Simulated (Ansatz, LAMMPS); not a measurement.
## Finding the fault: glassy 68SiO2-14MgO-11ZnO-7BaO (mol %) (75 atoms)

Program: Ansatz 0.2.0. The cell: 19 Si, 4 Mg, 3 Zn, 2 Ba and 47 O.

input.yaml reads:

```yaml
crystal:
  lattice:
    - [10.6753, 0.0, 0.0]
    - [0.0, 10.6753, 0.0]
    - [0.0, 0.0, 10.6753]
  atoms:
    - { symbol: Si, position: [0.13354, 0.6836, 0.91204] }
    - { symbol: Si, position: [0.13498, 0.39178, 0.85974] }
    - { symbol: Si, position: [0.26686, 0.05212, 0.19227] }
    - { symbol: Si, position: [0.79076, 0.66389, 0.41093] }
    - { symbol: Si, position: [0.4182, 0.68334, 0.00841] }
    - { symbol: Si, position: [0.71924, 0.21651, 0.38978] }
    - { symbol: Si, position: [0.0523, 0.88659, 0.29958] }
    - { symbol: Si, position: [0.09544, 0.655, 0.44415] }
    - { symbol: Si, position: [0.30184, 0.33557, 0.10443] }
    - { symbol: Si, position: [0.93671, 0.19659, 0.96412] }
    - { symbol: Si, position: [0.70067, 0.05251, 0.96628] }
    - { symbol: Si, position: [0.41992, 0.0084, 0.66385] }
    - { symbol: Si, position: [0.19506, 0.3887, 0.35785] }
    - { symbol: Si, position: [0.4275, 0.97568, 0.95965] }
    - { symbol: Si, position: [0.6173, 0.44964, 0.52695] }
    - { symbol: Si, position: [0.68845, 0.89614, 0.70924] }
    - { symbol: Si, position: [0.94356, 0.33573, 0.22294] }
    - { symbol: Si, position: [0.25278, 0.77114, 0.6662] }
    [... 51 atom lines left out ...]
    - { symbol: O, position: [0.15576, 0.52068, 0.41965] }
    - { symbol: O, position: [0.7825, 0.07973, 0.43178] }
    - { symbol: O, position: [0.94758, 0.83972, 0.20926] }
    - { symbol: O, position: [0.58658, 0.18091, 0.33855] }
    - { symbol: O, position: [0.66718, 0.7549, 0.72817] }
    - { symbol: O, position: [0.3011, 0.91567, 0.62777] }
kpoints:
  mp_grid: { grid: [1, 1, 1] }
hamiltonian:
  xc: pbe
scf:
  occupations: { method: fixed }
  eigensolver: { kind: { support_functions: { accuracy: medium, radius: 3.23 } } }
  max_iter: 150
output:
  forces: true
  eigenvalues: true
```

On the command line:

```
$ ansatz run input.yaml --threads 4 --pin off --max-ram 8192MiB --backend cpu --events-out ev --progress --plain --runs-dir out
```

What it wrote:

```text
Warning: scf.eigensolver.kind.support_functions: disabling space-group detection — the functions' gradient is summed over unrotated k-points, so no spatial operation reduces the k-mesh or symmetrises the density; time reversal is kept, so that k and −k are solved as one point where they differ and the mesh holds both, and exact exchange and, on two spinor components, a DFT+U term hold to it where the run has them: [...]
Warning: basis.ecutwfc = 464 eV, auto-derived: no grid that the accuracy of the support functions lays serves the files at the lower one that their records recommend; a deck with other species or settings can derive another value
settings of this run that can trade accuracy for cost: scf.eigensolver.kind.support_functions [...]
Engine: ansatz 0.2.0, aarch64-unknown-linux-gnu
Pseudopotentials: kind: paw
Pseudopotential: Si, paw, valence charge 4, recommended cutoff 420 eV (normal), Si.paw.azcp
Pseudopotential: Mg, paw, valence charge 10, recommended cutoff 420 eV (normal), Mg.paw.azcp
Pseudopotential: Zn, paw, valence charge 12, recommended cutoff 420 eV (normal), Zn.paw.azcp
Pseudopotential: Ba, paw, valence charge 10, recommended cutoff 420 eV (normal), Ba.paw.azcp
Pseudopotential: O, paw, valence charge 6, recommended cutoff 420 eV (normal), O.paw.azcp
[... 5 lines on functional and potentials left out ...]
Error: SCF: the radius of support functions is under 3.61 Å, the least for these sites at the functions' level (scf.eigensolver.kind.support_functions.accuracy). Use scf.eigensolver.kind: auto, or type scf.eigensolver.kind.support_functions.radius at least as long, [...]
```

The job ended after 6.4 s (4 threads of Arm Neoverse V2, shared host; peak memory 0.4 GiB).

**Question.** What is wrong with this input, and how is it mended?

A radius under the least that the level allows: support_functions.radius = 3.23.

The fix is to use a longer radius.

The run ended with an error.

[Logs are printed without paths, hosts, clocks, repeated set-up lines and the standing remarks that a program may print on its own settings, such as how far it seeks lower states.]

[Hosts, paths, dates, database ids (printed as entryN), source tags and the programs' standing remarks are cut or masked in the printed files.]
